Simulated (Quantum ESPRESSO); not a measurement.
## BAs (F-43m): phonon shifts against biaxial strain

How do the zone-centre modes of BAs (F-43m) move in a layer strained in its (001) plane?

Method: DFT LDA, scalar-relativistic, plane waves, PseudoDojo norm-conserving pseudopotentials, in Quantum ESPRESSO 7.5.

## 1. The relaxed structure

Symmetry: F-43m, No. 216, cubic system. Conventional cell: a = 4.732 Å, b = 4.732 Å, c = 4.732 Å, α = 90.00°, β = 90.00°, γ = 90.00°. Nearest to B lie 4 As at 2.05 Å. As has 4 B at 2.05 Å nearest. Farther neighbours are not listed.

This is the cell after its relaxation at this level of theory, not the database cell from which that began.

## 2. Strained cells

The in-plane lattice vectors are held at a strain ε, as on a substrate; the length along z is set so that σ_zz vanishes; symmetry keeps the atoms on their sites. Modes are taken without the LO-TO term. Cutoff 88 Ry, k mesh 8×8×8.

From the response at ε = -0.03:

The log of the run:

```text
[banners, grids, parts of the stress and lines that vanish by symmetry left out]
Program PHONON v.7.5
     Reading xml data from directory:

[...]
Exchange-correlation= PW
                           (   1   4   0   0   0   0   0)
[...]
kinetic-energy cut-off    =      88.0000  Ry
     charge density cut-off    =     352.0000  Ry
     convergence threshold     =      1.0E-18
[...]
Exchange-correlation= PW
                           (   1   4   0   0   0   0   0)
[...]
q = (   0.0000000   0.0000000   0.0000000 )
      9 Sym.Ops. (with q -> -q+G )
     G cutoff =  351.5338  (  18983 G-vectors)     FFT grid: ( 40, 40, 40)
     number of k points=    59
[...]
Mode symmetry, D_2d (-42m) point group:
[...]
Dielectric constant
[...]
End of electric fields calculation
          Dielectric constant in cartesian axis
          (       9.614625907       0.000000000      -0.000000000 )
          (       0.000000000       9.614625907       0.000000000 )
          (       0.000000000       0.000000000      10.385772902 )
          Effective charges (d Force / dE) in cartesian axis without acoustic sum rule applied (asr)
           atom    1  B     Mean Z*:       -0.70163
      Ex  (       -0.71993        0.00000       -0.00000 )
      Ey  (        0.00000       -0.71993        0.00000 )
      Ez  (       -0.00000        0.00000       -0.66505 )
           atom    2  As    Mean Z*:        0.62090
      Ex  (        0.63538       -0.00000        0.00000 )
      Ey  (        0.00000        0.63538        0.00000 )
      Ez  (       -0.00000       -0.00000        0.59192 )
          Effective charges Sum: Mean:       -0.08074
[...]
Effective charges (d Force / dE) in cartesian axis with asr applied:
           atom    1  B     Mean Z*:       -0.66127
[...]
atom    2  As    Mean Z*:        0.66127
[...]
Representation #   1 mode #   1
[...]
End of self-consistent calculation
     Convergence has been achieved
     Representation #   2 mode #   2
[...]
End of self-consistent calculation
     Convergence has been achieved
     Representation #   3 modes #   3   4
[...]
End of self-consistent calculation
     Convergence has been achieved
     Representation #   4 modes #   5   6
[...]
End of self-consistent calculation
     Convergence has been achieved
[...]
Dielectric constant in cartesian axis
          (       9.614625907       0.000000000      -0.000000000 )
          (       0.000000000       9.614625907       0.000000000 )
          (       0.000000000       0.000000000      10.385772902 )
          Effective charges (d Force / dE) in cartesian axis without acoustic sum rule applied (asr)
           atom    1  B     Mean Z*:       -0.70163
      Ex  (       -0.71993        0.00000       -0.00000 )
      Ey  (        0.00000       -0.71993        0.00000 )
      Ez  (       -0.00000        0.00000       -0.66505 )
           atom    2  As    Mean Z*:        0.62090
      Ex  (        0.63538       -0.00000        0.00000 )
      Ey  (        0.00000        0.63538        0.00000 )
      Ez  (       -0.00000       -0.00000        0.59192 )
          Effective charges Sum: Mean:       -0.08074
[...]
Effective charges (d Force / dE) in cartesian axis with asr applied:
           atom    1  B     Mean Z*:       -0.66127
[...]
atom    2  As    Mean Z*:        0.66127
[...]
q = (    0.000000000   0.000000000   0.000000000 )
[...]
freq (    1) =       0.098093 [THz] =       3.272032 [cm-1]
     freq (    2) =       0.098093 [THz] =       3.272032 [cm-1]
     freq (    3) =       0.099240 [THz] =       3.310280 [cm-1]
     freq (    4) =      21.921661 [THz] =     731.227898 [cm-1]
     freq (    5) =      21.921661 [THz] =     731.227898 [cm-1]
     freq (    6) =      21.960059 [THz] =     732.508724 [cm-1]
[...]
Mode symmetry, D_2d (-42m) point group:
     freq (   1-   1) =          3.3  [cm-1]   --> B_2  X_3  W_2   I+R
     freq (   2-   3) =          3.3  [cm-1]   --> E    X_5  W_3   I+R
     freq (   4-   5) =        731.2  [cm-1]   --> E    X_5  W_3   I+R
     freq (   6-   6) =        732.5  [cm-1]   --> B_2  X_3  W_2   I+R

   JOB DONE.
```

The run at ε = -0.02 is held back.

| ε | ε_zz | σ_xx (GPa, tension positive) | singlet (cm⁻¹) | doublet (cm⁻¹) |
| --- | --- | --- | --- | --- |
| -0.03 | 0.0156 | -10.93 | 732.51 | 731.23 |
| -0.02 | 0.0104 | -7.01 | held back | held back |
| -0.01 | 0.0052 | -3.37 | 711.13 | 711.41 |
| 0 | 0.0000 | 0.01 | 700.92 | 700.92 |
| 0.01 | -0.0053 | 3.14 | 691.12 | 690.16 |
| 0.02 | -0.0105 | 6.05 | 681.53 | 678.97 |
| 0.03 | -0.0158 | 8.74 | 672.28 | 667.47 |

## 3. The fit

Parabolas ω = ω₀ + a ε + b ε² through the other rows:

```
   mode  ω₀ (cm⁻¹)  a (cm⁻¹)  b (cm⁻¹)
singlet      700.9     -1003      1610
doublet      700.9     -1063     -1773
```

The biaxial modulus, the linear term of σ_xx, is 327 GPa, so the singlet mode moves by a/M = -3.1 cm⁻¹ a GPa of tensile stress. The ratio −ε_zz/ε near zero is 0.52. For ε = -0.02 the fits predict 721.66 and 721.49 cm⁻¹.

## 4. The run that was held back

The log of the run:

```text
[banners, grids, parts of the stress and lines that vanish by symmetry left out]
[banner, memory and clock lines left out]
Program PHONON v.7.5

[...]
Exchange-correlation= PW
                           (   1   4   0   0   0   0   0)
[...]
kinetic-energy cut-off    =      88.0000  Ry
     charge density cut-off    =     352.0000  Ry
     convergence threshold     =      1.0E-18
[...]
Exchange-correlation= PW
                           (   1   4   0   0   0   0   0)
[...]
q = (   0.0000000   0.0000000   0.0000000 )
      9 Sym.Ops. (with q -> -q+G )
     G cutoff =  353.1339  (  19355 G-vectors)     FFT grid: ( 40, 40, 40)
     number of k points=    59
[...]
Mode symmetry, D_2d (-42m) point group:
[...]
Dielectric constant
[...]
End of electric fields calculation
          Dielectric constant in cartesian axis
          (       9.732577416       0.000000000       0.000000000 )
          (       0.000000000       9.732577416       0.000000000 )
          (      -0.000000000       0.000000000      10.241293908 )
          Effective charges (d Force / dE) in cartesian axis without acoustic sum rule applied (asr)
           atom    1  B     Mean Z*:       -0.66116
      Ex  (       -0.67385       -0.00000        0.00000 )
      Ey  (       -0.00000       -0.67385       -0.00000 )
      Ez  (        0.00000       -0.00000       -0.63579 )
           atom    2  As    Mean Z*:        0.57864
      Ex  (        0.58896        0.00000       -0.00000 )
      Ey  (        0.00000        0.58896        0.00000 )
      Ez  (       -0.00000        0.00000        0.55799 )
[...]
Convergence has been achieved
     Representation #   4 modes #   5   6
[...]
End of self-consistent calculation
     Convergence has been achieved
[...]
Dielectric constant in cartesian axis
          (       9.732577416       0.000000000       0.000000000 )
          (       0.000000000       9.732577416       0.000000000 )
          (      -0.000000000       0.000000000      10.241293908 )
          Effective charges (d Force / dE) in cartesian axis without acoustic sum rule applied (asr)
           atom    1  B     Mean Z*:       -0.66116
      Ex  (       -0.67385       -0.00000        0.00000 )
      Ey  (       -0.00000       -0.67385       -0.00000 )
      Ez  (        0.00000       -0.00000       -0.63579 )
           atom    2  As    Mean Z*:        0.57864
      Ex  (        0.58896        0.00000       -0.00000 )
      Ey  (        0.00000        0.58896        0.00000 )
      Ez  (       -0.00000        0.00000        0.55799 )
          Effective charges Sum: Mean:       -0.08253
[...]
Effective charges (d Force / dE) in cartesian axis with asr applied:
           atom    1  B     Mean Z*:       -0.61990
[...]
atom    2  As    Mean Z*:        0.61990
[...]
q = (    0.000000000   0.000000000   0.000000000 )
[...]
freq (    1) =       0.032222 [THz] =       1.074817 [cm-1]
     freq (    2) =       0.032222 [THz] =       1.074817 [cm-1]
     freq (    3) =       0.034946 [THz] =       1.165678 [cm-1]
     freq (    4) =      21.630486 [THz] =     721.515348 [cm-1]
     freq (    5) =      21.630486 [THz] =     721.515348 [cm-1]
     freq (    6) =      21.634902 [THz] =     721.662647 [cm-1]
[...]
Mode symmetry, D_2d (-42m) point group:
     freq (   1-   2) =          1.1  [cm-1]   --> E    X_5  W_3   I+R
     freq (   3-   3) =          1.2  [cm-1]   --> B_2  X_3  W_2   I+R
     freq (   4-   5) =        721.5  [cm-1]   --> E    X_5  W_3   I+R
     freq (   6-   6) =        721.7  [cm-1]   --> B_2  X_3  W_2   I+R
```

It gives 721.66 and 721.52 cm⁻¹.

## 5. What came out

| Item | Value |
| --- | --- |
| strain coefficient of the singlet mode | -1003 cm⁻¹ |
| strain coefficient of the doublet mode | -1063 cm⁻¹ |
| biaxial modulus | 327 GPa |

One per cent of tensile strain moves the singlet mode of BAs (F-43m) by -10.0 cm⁻¹ and the doublet mode by -10.6 cm⁻¹; the fits miss the run held back by up to 0.03 cm⁻¹. At 3 % strain the quadratic term is 5 % of the linear one for the singlet mode and 5 % for the doublet mode. In a polar crystal the line seen along z is the LO mode, whose shift differs. These are harmonic values at zero temperature, without the LO-TO term, for a homogeneous, dislocation-free layer.

[Host names and launcher messages were left out of these logs when they were recorded.]

[Logs are printed without paths, hosts, clocks, repeated set-up lines and the standing remarks that a program may print on its own settings, such as how far it seeks lower states.]

[Hosts, paths, dates, database ids (printed as entryN), source tags and the programs' standing remarks are cut or masked in the printed files.]
